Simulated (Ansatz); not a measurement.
# Li on Cu(100): change of the work function, part 4 of 4

Aim: the work function of Cu(100) at several coverages of Li (hollow site), and the dipole that each adsorbate carries.

Ansatz 0.2.0; plane-wave DFT, PBE, Ansatz PAW.

So far, work function, upper face (eV): step 2 (the clean slab) 4.57; step 3 (37 atoms, coverage 0.111 ML, cell 3x3) 3.25; step 4 (17 atoms, coverage 0.25 ML, cell 2x2) 2.38.

## (5) Adsorbate added, k-mesh 6×6×1, coverage 0.5 ML (continued)

Step by step:

```
step  energy less that of the first step (eV)  largest force component (eV/Å)
   1                                   0.0000                          0.2593
   2                                  -0.0347                          0.1277
   3                                  -0.0398                          0.0408
   4                                  -0.0404                          0.0009
```

The run keeps the 16 symmetry operations that the program found, so distortions that break them were not tested.

The atoms that moved most (Å):

```
atom     dx     dy      dz  length
Li18  0.000  0.000  -0.084   0.084
Li17  0.000  0.000  -0.084   0.084
 Cu4  0.000  0.000   0.033   0.033
 Cu8  0.000  0.000   0.033   0.033
Cu16  0.000  0.000   0.033   0.033
Cu12  0.000  0.000   0.033   0.033
 Cu3  0.000  0.000  -0.009   0.009
Cu15  0.000  0.000  -0.009   0.009
```

The relaxed structure:

```xyz
18
Lattice="5.1053 0.0000 0.0000 0.0000 5.1053 0.0000 0.0000 0.0000 25.3963" Properties=species:S:1:pos:R:3
Cu    1.2763    1.2763    9.0000
Cu    0.0000    0.0000   10.8050
Cu    1.2763    1.2763   12.6324
Cu    0.0000    0.0000   14.4511
Cu    1.2763    3.8290    9.0000
Cu    0.0000    2.5527   10.8050
Cu    1.2763    3.8290   12.6353
Cu    0.0000    2.5527   14.4511
Cu    3.8290    1.2763    9.0000
Cu    2.5527    0.0000   10.8050
Cu    3.8290    1.2763   12.6353
Cu    2.5527    0.0000   14.4511
Cu    3.8290    3.8290    9.0000
Cu    2.5527    2.5527   10.8050
Cu    3.8290    3.8290   12.6324
Cu    2.5527    2.5527   14.4511
Li    1.2763    1.2763   16.3125
Li    3.8290    3.8290   16.3125
```

The relaxation took 4 steps and lowered the energy by 0.040 eV; the largest force on the free atoms ends at 9.0e-4 eV/Å.

The covered face has 2.45 eV, -2.12 eV against the clean one; the bare back face has moved by -0.05 eV, a measure of how thin the slab is.

## (6) Adsorbate added, k-mesh 12×12×1, coverage 1 ML

System of this step: Li/Cu(100). The cell holds 5 atoms: 4 Cu and 1 Li. Its edges and angles: a = 2.553 Å, b = 2.553 Å, c = 25.396 Å, α = 90.0°, β = 90.0°, γ = 90.0°. Vacuum lies along c.

Another coverage, to see how the dipoles act on each other as their distance changes.

File input.yaml:

```yaml
crystal:
  lattice:
    - [2.5526554801, 0.0, 0.0]
    - [0.0, 2.5526554801, 0.0]
    - [0.0, 0.0, 25.3962664858]
  atoms:
    - { symbol: Cu, position: [0.5, 0.5, 0.3543827989] }
    - { symbol: Cu, position: [0.0, 0.0, 0.4254562381] }
    - { symbol: Cu, position: [0.5, 0.5, 0.4977633208] }
    - { symbol: Cu, position: [0.0, 0.0, 0.5677200426] }
    - { symbol: Li, position: [0.5, 0.5, 0.6456172011] }
kpoints:
  mp_grid: { grid: [12, 12, 1] }
hamiltonian:
  xc: pbe
scf:
  occupations: { method: fermi_dirac, width: 0.1 }
  convergence: { dr2_threshold: 1.0e-08 }
efield:
  axis: 3
  dipole_correction: true
  ramp_position: 0.97
  ramp_width: 0.06
relax:
  f_tol: 0.02
  max_steps: 60
  constraints: [{ sites: [0, 1] }]
output:
  write_potential: true
  write_density: true
  volumetric_format: npy
```

Launch:

```console
> ansatz run input.yaml --threads 4 --pin off --max-ram 16384MiB --backend cpu --events-out ev --progress --plain --runs-dir out
```

The log of the run:

```text
[...]
Crystal: 5 atoms, lattice volume = 165.483 Å³
Basis set: ecut = 420 eV, 3257 PW (Γ), exchange–correlation on 36×36×360 points (8 copies of the dense FFT grid, shifted against one another)
Bands: 48, of which v1, the nominal top of the filled ones, is band 40 counted from 1 (39 counted from 0)
Symmetry: 8 space group operations
[...]
--- Relaxed structure (4 steps of the walk, 4 accepted, 0 SCFs on fresh bases) ---
  F+E_penalty+E_count = -26704.54511891 eV   max|allowed force component| = 6.237e-4 eV/Å
  atoms:
    - { symbol: Cu, position: [0.5, 0.5, 0.354383] }
    - { symbol: Cu, position: [0.0, 0.0, 0.425456] }
    - { symbol: Cu, position: [0.5, 0.5, 0.497515] }
    - { symbol: Cu, position: [3.969272e-18, 0.0, 0.569773] }
    - { symbol: Li, position: [0.5, 0.5, 0.642990] }
[key lines of the parts left out:]
SCF converged after 9 iterations
Free energy (F): -26704.545119 eV
Fermi energy:    2.500516 eV
Dipole field:    D = 0.040367 V/Å  (p = 0.036916 e·Å, saw-weighted, corrected)
Work function:   Φ+ = 3.5450 eV   Φ− = 4.5701 eV
```

It took 24 s on 4 threads of Arm Neoverse V2, shared host; peak memory 0.55 GiB.

Step by step:

```
step  energy less that of the first step (eV)  largest force component (eV/Å)
   1                                   0.0000                          0.4071
   2                                  -0.0151                          0.1819
   3                                  -0.0181                          0.0354
   4                                  -0.0183                          0.0006
```

Forces are held to the 8 operations that the program found; a distortion that breaks them can't arise in this run.

The atoms that moved most (Å):

```
atom     dx     dy      dz  length
 Li5  0.000  0.000  -0.067   0.067
 Cu4  0.000  0.000   0.052   0.052
 Cu3  0.000  0.000  -0.006   0.006
```

Final coordinates:

```
Cu Li
1.0
     2.55266    0.00000    0.00000
     0.00000    2.55266    0.00000
     0.00000    0.00000   25.39627
Cu Li
4 1
Cartesian
  1.2763 1.2763 9.0000
  0.0000 0.0000 10.8050
  1.2763 1.2763 12.6350
  0.0000 0.0000 14.4701
  1.2763 1.2763 16.3295
```

The relaxation took 4 steps and lowered the energy by 0.018 eV; the largest force on the free atoms ends at 6.2e-4 eV/Å.

The covered face has 3.54 eV, -1.03 eV against the clean one; the bare back face has moved by -0.01 eV, a measure of how thin the slab is.

## (7) Work function against coverage

This step: plane-wave DFT, PBE, Ansatz PAW; work function against coverage (Ansatz 0.2.0).

The runs are now put side by side.

This step gave:

```yaml
work_function_of_the_clean_face: 4.571 eV
largest_change_of_the_work_function: -2.193 eV
```

The work function of the covered face by coverage:

```
coverage (adsorbates/nm²)  work function of the covered face (eV)
                     0.00                                    4.57
                     1.71                                    3.25
                     3.84                                    2.38
                     7.67                                    2.45
                    15.35                                    3.54
```

The dipole per adsorbate comes from the change of the cell's dipole. Coverage, by row:

```
coverage (1/nm²)  coverage (ML)  work function (eV)  change (eV)  dipole per adsorbate, positive end outwards (debye)  mean height of the added atoms over the highest substrate atom (Å)
           1.705         0.1111               3.248       -1.323                                                2.039                                                               1.891
           3.837           0.25               2.377       -2.193                                                1.494                                                               1.845
           7.673            0.5               2.448       -2.123                                                0.717                                                               1.861
           15.35              1               3.545       -1.026                                                0.175                                                               1.859
```

## (8) What came out

```
work function of the clean face                        : 4.57 eV
work function at 0.11 ML                               : 3.25 eV
work function at 0.25 ML                               : 2.38 eV
work function at 0.5 ML                                : 2.45 eV
work function at 1 ML                                  : 3.54 eV
dipole per adsorbate at 0.11 ML, positive end outwards : 2.04 D
```

In words: Li lowers the work function of Cu(100) at the lowest coverage, by 1.32 eV: the adsorbate layer has its positive end outwards. The dipole per adsorbate falls from 2.04 to 0.17 D as the layer fills. Neighbouring dipoles depolarise each other, and heights and bonding change with coverage too. The work function passes a minimum near 0.25 ML among the coverages run and rises again. The slab has 4 layers, at the tabulated experimental lattice constant, one starting site was run, and quantum-size effects of a slab this thin can reach one or two tenths of an eV.

[Long decimals in the printed logs are rounded to 6 places.]

[Logs are printed without paths, hosts, clocks, repeated set-up lines and the standing remarks that a program may print on its own settings, such as how far it seeks lower states.]

[Hosts, paths, dates, database ids (printed as entryN), source tags and the programs' standing remarks are cut or masked in the printed files.]

[Maps of the electrostatic potential energy from Ansatz leave out the sawtooth potential of an applied field or a dipole correction, so their vacuum need not be flat; planar profiles and work functions include it.]
